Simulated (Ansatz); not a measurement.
# AgSbSe3 (model cell, started as cubic perovskite with Sb in the octahedra): a soft mode frozen in

Wanted: the energy along a soft mode of AgSbSe3 (model cell, started as cubic perovskite with Sb in the octahedra) and the structure at the end.

Calculated with Ansatz 0.2.0; DFT PBEsol, scalar-relativistic, plane waves, PAW; PAW set soft_1.

Most raw output is cut from this account.

The structure was built from a prototype and need not be the compound's stable phase.

## Step 1: Starting point

It takes space group Pm-3m (No. 221, cubic). The conventional cell has a = 5.222 Å, b = 5.222 Å, c = 5.222 Å, α = 90.00°, β = 90.00°, γ = 90.00°. Nearest to Ag lie 12 Se at 3.69 Å. Nearest to Sb lie 6 Se at 2.61 Å. Se has 2 Sb at 2.61 Å nearest. Farther neighbours and most contacts between anions are not listed.

## Step 2: Phonons on a q mesh

The cell comes from relaxations at this level that are not shown. Stability and thermal properties need the whole zone. Linear response on a 2×2×2 q mesh gives force constants as far as a supercell of that size would.

The input, input.yaml:

```yaml
crystal:
  lattice:
    - [5.2222568262, 0.0, 0.0]
    - [0.0, 5.2222568262, 0.0]
    - [0.0, 0.0, 5.2222568262]
  atoms:
    - { symbol: Ag, position: [0.0, 0.0, 0.0] }
    - { symbol: Sb, position: [0.5, 0.5, 0.5] }
    - { symbol: Se, position: [0.5, 0.5, 0.0] }
    - { symbol: Se, position: [0.5, 0.0, 0.5] }
    - { symbol: Se, position: [0.0, 0.5, 0.5] }
kpoints:
  mp_grid: { grid: [8, 8, 8] }
hamiltonian:
  xc: pbesol
  pseudopotentials: { kind: paw, azcp: { folder: soft_1 }, xc_functional: pbe }
scf:
  occupations: { method: methfessel_paxton, width: 0.2 }
output:
  eigenvalues: true
phonons:
  method: dfpt
  qmesh: [2, 2, 2]
  temperatures: { t_max: 1000, t_step: 50 }
  qpath:
    path:
      - [[0.0, 0.0, 0.0], [0.0, 0.5, 0.0], [0.5, 0.5, 0.0], [0.0, 0.0, 0.0], [0.5, 0.5, 0.5], [0.0, 0.5, 0.0]]
      - [[0.5, 0.5, 0.5], [0.5, 0.5, 0.0]]
    npoints: 10
```

On the command line:

```console
> ansatz run input.yaml --threads 4 --pin off --max-ram 16384MiB --backend cpu --events-out ev --progress --plain --runs-dir out
```

The job ended after 10 min (4 threads of Arm Neoverse V1, shared host; peak memory 2.3 GiB).

This step gave:

| Property | Result |
| --- | --- |
| volume per atom | 28.48 Å³ |
| gap on the k-mesh | 0 eV |
| sum-rule residual before enforcement | 1.17e-4 eV/Å² |
| lowest frequency on the path | -106.5 cm⁻¹ |
| point group | m-3m |
| highest frequency on the path or at a solved wavevector | 208.3 cm⁻¹ |
| highest optical mode at the zone centre (no LO-TO term) | 181.4 cm⁻¹ |
| lowest optical zone-centre mode | -97.5 cm⁻¹ |
| lowest mode on the q mesh (acoustic modes at Γ apart) | -106.5 cm⁻¹ |

Frequencies (cm⁻¹) solved at each irreducible wavevector; negative means imaginary. Frequencies by wavevector, by row:

| q in reciprocal lattice units | star | mode 1 | mode 2 | mode 3 | mode 4 | mode 13 | mode 14 | mode 15 |
| --- | --- | --- | --- | --- | --- | --- | --- | --- |
| 0 0 0 | 1 | -97.5 | -97.5 | -97.5 | -76 | 181.4 | 181.4 | 181.4 |
| 0 0 -0.5 | 3 | -104.1 | -100.4 | -92.1 | -92.1 | 185.9 | 185.9 | 191.2 |
| 0 -0.5 -0.5 | 3 | -106.5 | -106.5 | -89.5 | -87.9 | 185 | 189.8 | 202.7 |
| -0.5 -0.5 -0.5 | 1 | -97.6 | -97.6 | -97.6 | -93.4 | 190.6 | 190.6 | 208.3 |

Interpolated from a 2×2×2 q mesh. The phonon branches at the labelled points (cm⁻¹):

| point | branch 1 | branch 2 | branch 3 | branch 4 | branch 12 | branch 13 | branch 14 | branch 15 |
| --- | --- | --- | --- | --- | --- | --- | --- | --- |
| Γ | -98 | -98 | -98 | -76 | 0 | 181 | 181 | 181 |
| halfway | -100 | -96 | -96 | -89 | 100 | 184 | 184 | 190 |
| X | -104 | -100 | -92 | -92 | 154 | 186 | 186 | 191 |
| halfway | -105 | -98 | -95 | -90 | 155 | 187 | 188 | 198 |
| M | -106 | -106 | -90 | -88 | 156 | 185 | 190 | 203 |
| halfway | -101 | -94 | -94 | -90 | 104 | 186 | 188 | 195 |
| Γ | -98 | -98 | -98 | -76 | 0 | 181 | 181 | 181 |
| halfway | -99 | -99 | -91 | -90 | 106 | 190 | 190 | 199 |
| R | -98 | -98 | -98 | -93 | 159 | 191 | 191 | 208 |
| halfway | -99 | -97 | -96 | -94 | 156 | 189 | 192 | 202 |
| X | -104 | -100 | -92 | -92 | 154 | 186 | 186 | 191 |
| jump to R | -98 | -98 | -98 | -93 | 159 | 191 | 191 | 208 |
| halfway | -101 | -101 | -92 | -92 | 157 | 188 | 193 | 206 |
| M | -106 | -106 | -90 | -88 | 156 | 185 | 190 | 203 |

Symmetry leaves 4 wavevectors to solve. The lowest mode among them, the acoustic zeros apart, lies at q = (0, -0.5, -0.5) and is imaginary, 106.5i cm⁻¹, so the energy falls along it.

## Step 3: The mode frozen in, largest atomic shift 0 Å

The mode followed lies at q = (0, 0, -0.5) with frequency 104.1i cm⁻¹, one of the unstable modes though not the softest. At small amplitude the distorted cell has space group no. 123 by a symmetry search on the positions. The undistorted cell that holds it gives the zero of energy on the same k mesh.

System of this step: AgSbSe3 (model cell, started as cubic perovskite with Sb in the octahedra). The structure is cubic, space group Pm-3m (No. 221). The conventional cell has a = 5.222 Å, b = 5.222 Å, c = 5.222 Å, α = 90.00°, β = 90.00°, γ = 90.00°. Ag has 12 Se at 3.69 Å nearest. Nearest to Sb lie 6 Se at 2.61 Å. Nearest to Se lie 2 Sb at 2.61 Å. Nearest to Se lie 2 Sb at 2.61 Å. Farther neighbours and most contacts between anions are not listed.

The input, input.yaml:

```yaml
crystal:
  lattice:
    - [5.2222568262, 0.0, 0.0]
    - [0.0, 5.2222568262, 0.0]
    - [0.0, 0.0, 10.4445136524]
  atoms:
    - { symbol: Ag, position: [0.0, 0.0, 0.5] }
    - { symbol: Ag, position: [0.0, 0.0, 0.0] }
    - { symbol: Sb, position: [0.5, 0.5, 0.25] }
    - { symbol: Sb, position: [0.5, 0.5, 0.75] }
    - { symbol: Se, position: [0.5, 0.5, 0.0] }
    - { symbol: Se, position: [0.5, 0.5, 0.5] }
    - { symbol: Se, position: [0.5, 0.0, 0.25] }
    - { symbol: Se, position: [0.5, 0.0, 0.75] }
    - { symbol: Se, position: [0.0, 0.5, 0.25] }
    - { symbol: Se, position: [0.0, 0.5, 0.75] }
kpoints:
  mp_grid: { grid: [8, 8, 4] }
hamiltonian:
  xc: pbesol
  pseudopotentials: { kind: paw, azcp: { folder: soft_1 }, xc_functional: pbe }
scf:
  occupations: { method: methfessel_paxton, width: 0.2 }
output:
  forces: true
  stress: true
  eigenvalues: true
```

Wall time 21 s (4 threads); peak memory 1.4 GiB; 83 s of CPU time.

Numbers from this step:

```yaml
pressure: 0.004161 GPa
energy_from_the_undistorted_cell: 0 meV/atom
```

The run ends at a pressure of 0.00 GPa.

## Step 4: The mode frozen in, largest atomic shift 0.6 Å

The atoms are moved along the unstable eigenvector, the largest shift by 0.6 Å, with the cell fixed.

input.yaml, the sections that differ from step 3:

```yaml
crystal:
  lattice:
    - [5.2222568262, 0.0, 0.0]
    - [0.0, 5.2222568262, 0.0]
    - [0.0, 0.0, 10.4445136524]
  atoms:
    - { symbol: Ag, position: [0.0, 0.0, 0.5] }
    - { symbol: Ag, position: [0.0, 0.0, 0.0] }
    - { symbol: Sb, position: [0.5, 0.5, 0.2340195483] }
    - { symbol: Sb, position: [0.5, 0.5, 0.7659804517] }
    - { symbol: Se, position: [0.5, 0.5, 0.0] }
    - { symbol: Se, position: [0.5, 0.5, 0.5] }
    - { symbol: Se, position: [0.5, 0.0, 0.3074464279] }
    - { symbol: Se, position: [0.5, 0.0, 0.6925535721] }
    - { symbol: Se, position: [0.0, 0.5, 0.3074464279] }
    - { symbol: Se, position: [0.0, 0.5, 0.6925535721] }
# kpoints, hamiltonian, scf, output: as in step 3
```

The job ended after 22 s (4 threads; peak memory 1.4 GiB).

This step gave:

```
pressure                         : -0.9603 GPa
energy from the undistorted cell : -101.2 meV/atom
```

The energy, extrapolated to zero smearing, is -101.16 meV/atom against the undistorted cell.

The run ends at a pressure of -0.96 GPa, with forces up to 1.7 eV/Å.

## Step 5: Energy along the mode, all amplitudes (two of the runs are shown above)

An imaginary frequency means negative curvature, so the energy should fall and then rise again as anharmonic terms take over.

Numbers from this step:

```yaml
depth_at_the_lowest_point_sampled: 101.2 meV/atom
largest_atomic_shift_at_that_point: 0.6 Å
```

Energy from the parent against largest atomic shift:

| largest atomic shift (Å) | energy from the parent (meV/atom) |
| --- | --- |
| 0.000 | 0 |
| 0.040 | -1.10 |
| 0.080 | -4.27 |
| 0.140 | -12.2 |
| 0.220 | -26.9 |
| 0.320 | -48.9 |
| 0.450 | -78.0 |
| 0.600 | -101 |

Displacement at unit largest shift by atom:

| atom | x (Å) | y (Å) | z (Å) | size |
| --- | --- | --- | --- | --- |
| Ag1 | 0.00 | 0.00 | 0.00 | 0.00 |
| Ag2 | 0.00 | 0.00 | 0.00 | 0.00 |
| Sb3 | 0.00 | 0.00 | -0.28 | 0.28 |
| Sb4 | 0.00 | 0.00 | 0.28 | 0.28 |
| Se5 | 0.00 | 0.00 | 0.00 | 0.00 |
| Se6 | 0.00 | 0.00 | 0.00 | 0.00 |
| Se7 | 0.00 | 0.00 | 1.00 | 1.00 |
| Se8 | 0.00 | 0.00 | -1.00 | 1.00 |
| Se9 | 0.00 | 0.00 | 1.00 | 1.00 |
| Se10 | 0.00 | 0.00 | -1.00 | 1.00 |

The lowest of the steps tried is the last one, at 0.6 Å, 101 meV/atom below the parent; the bottom of the well need not coincide with a step.

## Step 6: Relaxation from the frozen mode

Starting from the lowest point found, all atoms and the cell are let go, so that strain and other modes of the same symmetry can join in.

Edit input.yaml of step 4 so:

```diff
@@ -27 +27,6 @@
   eigenvalues: true
+relax:
+  adjacent_minimum: "off"
+  f_tol: 0.002
+  max_steps: 120
+  cell: { stress_tol: 0.03 }
```

Run time: 4.7 min. Hardware: 4 threads; peak memory 1.4 GiB.

Step by step:

| step | energy less that of the first step (eV) | largest force component (eV/Å) | pressure (GPa) | volume (Å³) |
| --- | --- | --- | --- | --- |
| 1 | 0.0000 | 1.7397 | -0.96 | 284.84 |
| 2 | -0.7313 | 0.6050 | 0.57 | 273.05 |
| 3 | -1.1091 | 0.5085 | 1.41 | 266.17 |
| 4 | -1.3978 | 0.1223 | 0.43 | 267.44 |
| 5 | -1.4677 | 0.0487 | 0.12 | 266.66 |
| 6 | -1.4692 | 0.0725 | -0.07 | 268.23 |
| 7 | -1.4701 | 0.0052 | -0.02 | 267.66 |
| 8 | -1.4701 | 0.0015 | 0.01 | 267.53 |
| 9* | -1.4716 | 0.0029 | 0.03 | 267.53 |
| 10 | -1.4717 | 0.0008 | -0.01 | 267.70 |
| 11* | -1.4717 | 0.0008 | -0.01 | 267.70 |

Relaxation steps marked * repeat the geometry before them on a plane-wave basis chosen anew for their cell, so energy and pressure can jump there.

Forces are held to the 16 operations that the run works with; a distortion that breaks them can't arise in this run.

| cell as run | before | after | change |
| --- | --- | --- | --- |
| a (Å) | 5.222 | 4.762 | -8.8 % |
| b (Å) | 5.222 | 4.762 | -8.8 % |
| c (Å) | 10.445 | 11.803 | +13.0 % |
| volume (Å³/atom) | 28.48 | 26.77 | -6.0 % |

The atoms that moved most (Å, as changes of fractional coordinates times the final cell):

| atom | dx | dy | dz | length |
| --- | --- | --- | --- | --- |
| Se7 | 0.000 | 0.000 | 0.517 | 0.517 |
| Se8 | 0.000 | 0.000 | -0.517 | 0.517 |
| Se10 | 0.000 | 0.000 | -0.517 | 0.517 |
| Se9 | 0.000 | 0.000 | 0.517 | 0.517 |
| Sb4 | 0.000 | 0.000 | -0.021 | 0.021 |
| Sb3 | 0.000 | 0.000 | 0.021 | 0.021 |

This step gave:

| Property | Result |
| --- | --- |
| pressure | -0.006544 GPa |
| volume per atom | 26.77 Å³ |

The distorted start has space group P4/mmm; the relaxation ends in P4/mmm.

## Step 7: The new phase in its own primitive cell

The relaxed structure is symmetrised, reduced to its primitive cell and relaxed tightly, as its phonons need.

input.yaml, the sections that differ from step 6:

```yaml
crystal:
  lattice:
    - [4.7624634783, 0.0, 0.0]
    - [0.0, 4.7624634783, 0.0]
    - [0.0, 0.0, 11.8029877531]
  atoms:
    - { symbol: Ag, position: [0.0, 0.0, 0.5] }
    - { symbol: Ag, position: [0.0, 0.0, 0.0] }
    - { symbol: Sb, position: [0.5, 0.5, 0.2357622932] }
    - { symbol: Sb, position: [0.5, 0.5, 0.7642377068] }
    - { symbol: Se, position: [0.5, 0.5, 0.0] }
    - { symbol: Se, position: [0.5, 0.5, 0.5] }
    - { symbol: Se, position: [0.5, 0.0, 0.3512094792] }
    - { symbol: Se, position: [0.5, 0.0, 0.6487905208] }
    - { symbol: Se, position: [0.0, 0.5, 0.3512094792] }
    - { symbol: Se, position: [0.0, 0.5, 0.6487905208] }
relax:
  adjacent_minimum: "off"
  f_tol: 0.001
  max_steps: 60
  cell: { stress_tol: 0.01 }
# kpoints, hamiltonian, scf, output: as in step 6
```

Wall time 72 s (4 threads); peak memory 1.4 GiB.

Little changed from the start: no atom moved by 0.005 Å and no cell edge by 0.1 %.

This step gave:

| Property | Result |
| --- | --- |
| pressure | 0.002214 GPa |

The largest force component left is 0.99 meV/Å and the pressure is 0.002 GPa, within the tolerances set. The cell now holds 26.77 Å³/atom.

## Step 8: Modes of the new phase, k-mesh 8×8×4

A relaxed structure may still be a saddle point, so its zone-centre modes are computed. No field response is asked, since the mesh shows no gap.

input.yaml, the sections that differ from step 7:

```yaml
crystal:
  lattice:
    - [4.7614293528, 0.0, 0.0]
    - [0.0, 4.7614293528, 0.0]
    - [0.0, 0.0, 11.8058676094]
  atoms:
    - { symbol: Ag, position: [0.0, 0.0, 0.5] }
    - { symbol: Ag, position: [0.0, 0.0, 0.0] }
    - { symbol: Sb, position: [0.5, 0.5, 0.2357387455] }
    - { symbol: Sb, position: [0.5, 0.5, 0.7642612545] }
    - { symbol: Se, position: [0.5, 0.5, 0.0] }
    - { symbol: Se, position: [0.5, 0.5, 0.5] }
    - { symbol: Se, position: [0.5, 0.0, 0.3512044531] }
    - { symbol: Se, position: [0.5, 0.0, 0.6487955469] }
    - { symbol: Se, position: [0.0, 0.5, 0.3512044531] }
    - { symbol: Se, position: [0.0, 0.5, 0.6487955469] }
output:
  eigenvalues: true
phonons:
  method: dfpt
# kpoints, hamiltonian, scf: as in step 7
# relax: removed
```

Run time: 13 min. Hardware: 4 threads; peak memory 5.4 GiB.

The run was cut off at the time limit after its SCF cycle had converged; no result of it is taken.

The program's message: “Warning:”

## Step 9: The phases reached

The phases reached along the modes that were followed are set side by side.

Energies are those of the first relaxation, on the mesh of the frozen mode; space group, volume and gap are those of the last relaxation. Phases, by row:

| mode frozen in | space group | energy from parent (meV/atom) | volume (Å³/atom) | gap on mesh (eV) | lowest zone-centre optical mode (cm⁻¹) | largest shift (Å) |
| --- | --- | --- | --- | --- | --- | --- |
| parent | Pm-3m | 0 | 28.48 | 0 | – | – |
| q = (0, -0.5, -0.5), 107i cm⁻¹ | Pmma | -527 | 23.34 | 0 | -110.4 | 2.825 |
| q = (0, -0.5, -0.5), 107i cm⁻¹ | Cmmm | -222.1 | 30.66 | 0 | -94.3 | 1.273 |
| q = (0, 0, -0.5), 104i cm⁻¹ | P4/mmm | -248.2 | 26.77 | 0 | – | 1.195 |

## Step 10: Summary of results

| Quantity | Value |
| --- | --- |
| unstable mode of the parent | q = (0, 0, -0.5), 104i cm⁻¹ |
| depth at the lowest point sampled | 101 meV/atom |
| largest atomic shift at that point | 0.6 Å |
| space group reached (within 0.01 Å) | P4/mmm |
| energy gained over the parent (first relaxation, on the mesh of the frozen mode) | 248 meV/atom |
| volume per atom, phase reached | 26.8 Å³ |

What this shows: Along this mode the structure falls into P4/mmm, 248 meV/atom below the parent. At the parent's cell the well is 101.2 meV/atom deep on the steps tried, with its lowest point at a shift of 0.6 Å. That is the last step tried, so the steps alone don't bracket the bottom of the well. Relaxing atoms and cell changes the gain by +147.00 meV/atom against the lowest step (energies at zero smearing). The modes of the phase reached were not computed on this path. Of the 3 patterns followed to their end from this parent, this one ends 279 meV/atom above the lowest, Pmma. Each path keeps the symmetry of its pattern, so a lower phase may lie along a pattern not tried. With no gap, or one that is small against the smearing, the frequencies hang on the k mesh and the smearing, most of all near Kohn anomalies. Spin-orbit coupling is left out, which can matter for the heavy elements here. The PAW files were made for PBE and serve the other functionals too. A phonon run warned that its eigensolver left some bands unconverged in a pass. The starting cell was built on a prototype and not taken from a measurement, so the phase need not exist.

[Logs are printed without paths, hosts, clocks, repeated set-up lines and the standing remarks that a program may print on its own settings, such as how far it seeks lower states.]

[Hosts, paths, dates, database ids (printed as entryN), source tags and the programs' standing remarks are cut or masked in the printed files.]
